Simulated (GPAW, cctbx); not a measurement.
# How far are the atoms of SnSbIr5 from free atoms?

Aim: compute the bonding part of the density of SnSbIr5, find which reflections carry it, and see how it biases an ordinary refinement.

The cell comes from substitution in a known structure type and wasn't matched to any measured phase. All numbers below are calculated.

## Step 1: Relax the structure

The density hangs on the geometry, so cell and atoms are relaxed first, with the symmetry held. The cutoff is set higher than for the density because stress converges slowly with plane waves.

Settings: GPAW 26.7.0, PBE, 570 eV, 5×5×3 k-points (along the axes of the calculation cell), Fermi–Dirac width 0.1 eV, BFGS to 0.03 eV/Å.

```text
cell
1.0
     4.062000000    0.000000000    0.000000000
     0.000000000    4.062000000    0.000000000
     0.000000000    0.000000000    7.151000000
Ir Sb Sn
5 1 1
Direct
0.000000000 0.500000000 0.300800000
0.500000000 0.000000000 0.300800000
0.000000000 0.500000000 0.699200000
0.500000000 0.000000000 0.699200000
0.500000000 0.500000000 0.000000000
0.500000000 0.500000000 0.500000000
0.000000000 0.000000000 0.000000000
```

```console
$ OMP_NUM_THREADS=1 mpirun -n 4 gpaw python run.py > gpaw.log
```

```text
BFGS:    0      -52.309629        3.175802
BFGS:    1      -52.858564        2.589639
BFGS:    2      -53.951427        1.047069
BFGS:    3      -54.171923        0.205843
...
BFGS:   12      -54.244006        0.154117
BFGS:   13      -54.251540        0.035636
BFGS:   14      -54.251769        0.008673
cell  3.9850 3.9850 7.6051  90.00 90.00 90.00
volume 120.770 A^3, largest force 0.007 eV/A, largest stress 0.08 GPa
```

After 14 steps the volume has changed by +2.4 % and the energy by -1.942 eV; the largest stress left is 0.08 GPa. It took 3.7 min on 4 cores of Intel(R) Xeon(R) Platinum 8375C CPU @ 2.90GHz (Ice Lake) (shared host), peak memory 1.4 GiB.

Relaxed structure: P4/mmm (no. 123), a = 3.9850 Å, b = 3.9850 Å, c = 7.6051 Å, α = 90.00°, β = 90.00°, γ = 90.00°.

```
atom  mult.    x    y       z
 Ir1      4    0  1/2  0.2538
 Ir2      1  1/2  1/2       0
 Sb1      1  1/2  1/2     1/2
 Sn1      1    0    0       0
```

## Step 2: The all-electron density

X-rays see the whole electron density, so the PAW density is rebuilt with its core regions. Subtracting spherical free atoms from the same code cancels the cores and leaves the deformation density Δρ, the part due to bonding.

Settings: PBE, 450 eV, 6×6×3 k-points (along the axes of the calculation cell), Fermi–Dirac width 0.1 eV; primitive cell of 7 atoms.

```console
$ OMP_NUM_THREADS=1 mpirun -n 4 gpaw python run.py > gpaw.log
```

```text
|iter:   1|       0s |  -54.307641 | +0.44 |       |
|iter:   2|       1s |  -54.248312 | -1.37 | -1.51 |
|iter:   3|       2s |  -54.250849 | -1.63 | -1.56 |
...
|iter:  10|      10s |  -54.001998c| -6.11 | -4.34c|
|iter:  11|      11s |  -54.001999c| -6.69 | -4.80c|
|iter:  12|      12s |  -54.001999c| -7.59c| -5.48c|
```

```text
grid (40, 40, 80)  electrons 486.000  moved by bonding 1.600 e
deformation density beyond 0.5 A of the nuclei: max 0.461, min -0.246 e/A^3
atom        x       y       z   Voronoi charge  moment
Ir1    0.0000  0.5000  0.2538     -0.104       0.00
Ir2    0.5000  0.0000  0.2538     -0.104       0.00
Ir3    0.0000  0.5000  0.7462     -0.104       0.00
Ir4    0.5000  0.0000  0.7462     -0.104       0.00
Ir5    0.5000  0.5000  0.0000     -0.061       0.00
Sb6    0.5000  0.5000  0.5000      0.202       0.00
Sn7    0.0000  0.0000  0.0000      0.275       0.00
mean inner potential of superposed free atoms 31.494 V
total magnetic moment 0.000 muB
```

Deformation density in a plane through the shortest contact of the Ir atom at the origin, in 0.01 e/Å³ (clipped at ±99); x from -1.6 to 4.3 Å, y from 2.4 down to -2.4 Å:

```text
  2  -1  -6   .   .  -4  -2   3  -1   1   .   .  16   0   3  -1
  0  -2  -7  -6  -4  -5  -1   1   1   2  -4  -3   4   0   1   0
 -1  -2  -2   0   2   1   0   1   1   1   1   1   1   0  -1  -1
 -1  -1   0   2   2   2   1   1   1   1   2   3   0  -2  -2  -1
  0   0   0   2  -7   0   0   1   0  -2  -4  -4  -6  -4  -1   0
  1   2   3  30   .   8   0   2   2  -5  -2   .  -4  -6   1   1
  1   2  -7   .   .   .  -8   1   2  -4   .   .   .  -4   3   0
  1   2  -1   4   .  30   4   1   1  -6  -4   .  -3  -4   2   1
  0   0   0   0  -8   1   0   0  -1  -5  -6  -4  -4  -2   1   1
 -1  -1   0   2   2   2   1  -1  -2  -1   0   3   2   1   1   1
 -1  -1   0   1   1   1   1  -1  -1   0   1   1   1   1   1   1
  0   0  -1  -2 -14   2   4   0   1   0   4  -4  -3   1   1   1
  0   3  -3   1   .   .  14   0   3  -1  20   .   .   0  -1   3
```

Atoms in or within 0.15 Å of the plane: Ir (0.0, 0.0), Sb (2.7, 0.0) Å. Dots mark points within about 0.45 Å of a nucleus; large values next to them are atomic features.

Ir gains most (-0.10 e) and Sn loses most (+0.28 e), in averages over each element's sites, as electronegativity suggests. Such charges fall far short of formal ones, since overlapping free atoms already put density on their neighbours. Along the shortest contact from the Ir atom at the map's origin, Ir–Sb at 2.73 Å, Δρ is +0.04 e/Å³ at the midpoint: little piles up between the atoms. At the midpoints of other shortest contacts it is +0.04 (Ir–Ir, 2.77 Å) e/Å³. Point values carry grid noise of about 0.01 e/Å³. The run needed 12 iterations, 23 s.

## Step 3: Structure factors

The Fourier components of Δρ, added to those of the free atoms, give the static X-ray structure factors; the Mott–Bethe relation turns them into the Fourier components V of the potential that fast electrons feel.

```text
static structure factors of the conventional cell: F in electrons, V (Mott-Bethe) in volts
   h  k  l      d  |F| table  |F| free   |F| DFT   change   |V| free  |V| DFT  change %
   0  0  1  7.6051    66.882    66.899    67.014    0.115     3.752    3.500     -6.7
   1  0  0  3.9850    71.819    71.818    71.894    0.076     3.726    3.680     -1.2
   0  0  2  3.8026   121.605   121.555   122.088    0.533     4.440    4.147     -6.6
   1  0  1  3.5298    18.657    18.707    18.508   -0.199     2.503    2.597      3.8
   1  1  0  2.8178   116.893   116.716   117.023    0.306     4.003    3.911     -2.3
   1  0  2  2.7510    67.294    67.249    67.324    0.075     3.088    3.067     -0.7
   1  1  1  2.6423    71.704    71.624    71.571   -0.054     3.118    3.132      0.5
   0  0  3  2.5350    83.573    83.473    83.405   -0.068     3.582    3.598      0.5
   1  1  2  2.2640   396.445   396.055   395.774   -0.281    17.428   17.482      0.3
   1  0  3  2.1389    14.764    14.835    14.672   -0.163     1.591    1.620      1.8
   2  0  0  1.9925   382.002   381.593   381.330   -0.263    15.731   15.771      0.3
   2  0  1  1.9274    54.216    54.133    54.012   -0.121     2.041    2.058      0.8
   0  0  4  1.9013   375.134   374.735   374.153   -0.582    15.070   15.150      0.5
   1  1  3  1.8846    42.267    42.200    42.202    0.001     1.569    1.569     -0.0
```

The largest X-ray change is -0.58 e on 004, 0.2 % of |F|. For electrons V goes as (Z − F)/g², so a change of F counts against Z − F, which is small at low angle and wherever the atoms' terms cancel: |V| of 001 moves by -6.7 % (3.75 to 3.50 V) against +0.2 % in |F|. The last three rows still change by up to 0.58 e; the table stops while the angles are still low. The tabulated Hartree–Fock atoms differ from the free DFT atoms by up to 0.41 e, so the choice of reference atom matters too.

## Step 4: Which functional?

The same geometry is run with other functionals, to see whether the bonding signal is larger than the spread between approximations. Free atoms are LDA for LDA and PBE otherwise. Any other changed setting is in the row's label.

```
   run  ΔF 002 (e)  ΔF 110 (e)  ΔF 112 (e)  q(Ir) (e)  moved (e)  time
   PBE      +0.533      +0.306      -0.281     -0.095      1.600  23 s
   LDA      +0.523      +0.298      -0.277     -0.094      1.538  21 s
revPBE      +0.546      +0.319      -0.271     -0.098      1.629  22 s
```

At the base's settings ΔF(002) spans +0.523 to +0.546 e, a spread of 4 % of the PBE value; over the three listed reflections the spread is at most 7 %, so sign and size hold across the functionals. Times are from shared hosts.

## Step 5: Refining ordinary atoms against data with bonding

Routine crystallography fits spherical atoms. To see the bias, intensities are simulated from tabulated atoms plus the DFT change ΔF, so that bonding alone can misfit (7878 reflections of the full sphere, merged to the counts below, to 0.4 Å, 0.5 % proportional noise plus counting noise, assumed isotropic U as listed, Δρ smeared by the mean U) and refined with cctbx over different ranges.

| range | data | R1 | GooF | U Ir1 (true 0.0053) | U Ir2 (true 0.0053) | U Sb1 (true 0.0062) | U Sn1 (true 0.0063) | largest shift (Å) | Δρ max, min (e/Å³) |
| --- | --- | --- | --- | --- | --- | --- | --- | --- | --- |
| all data | 649 | 0.0055 | 1.00 | 0.0053 | 0.0053 | 0.0062 | 0.0063 | 0.0000 | 1.00, -1.26 |
| low resolution, d > 0.84 | 92 | 0.0029 | 0.96 | 0.0053 | 0.0053 | 0.0062 | 0.0061 | 0.0000 | 0.32, -0.23 |
| high order, d < 0.75 | 526 | 0.0068 | 1.00 | 0.0053 | 0.0053 | 0.0062 | 0.0063 | 0.0000 | 1.01, -1.26 |
| occupancies free, d > 0.7 | 146 | 0.0036 | 1.01 | 0.0053 | 0.0053 | 0.0062 | 0.0065 | 0.0000 | 0.36, -0.36 |

With all data GooF is 1.00, so at this noise the bonding hardly shows; the top residual peak lies 1.10 Å from Ir and 1.96 Å from Ir. No U is off by more than 3 s.u. at low resolution. With Ir1 held at 1 and the scale free, the other occupancies refine to Ir2 0.999(0.001), Sb1 1.000(0.002) and Sn1 1.005(0.002), within three s.u. of full.

## Step 6: Answer

Bonding moves 1.60 e in the primitive cell of SnSbIr5 and changes the structure factors of the conventional cell in the table above by at most 0.58 e (004, 0.2 %), and among reflections above 2 % of the strongest by up to 1.1 % (103). The shortest bond, Ir–Sb, has Δρ = +0.04 e/Å³ at its midpoint. At the base's settings ΔF(002) spans +0.523 to +0.546 e, a spread of 4 % of the PBE value; over the three listed reflections the spread is at most 7 %, so sign and size hold across the functionals. With all data GooF is 1.00, so at this noise the bonding hardly shows. Limits: static density, frozen cores, no spin–orbit coupling.

[Outputs are excerpts: Python notices, other lines and further rows are left out; steps that failed or that the build refused (PBEsol, TPSS) are not shown.]

[Logs are printed without paths, hosts, clocks, repeated set-up lines and the standing remarks that a program may print on its own settings, such as how far it seeks lower states.]
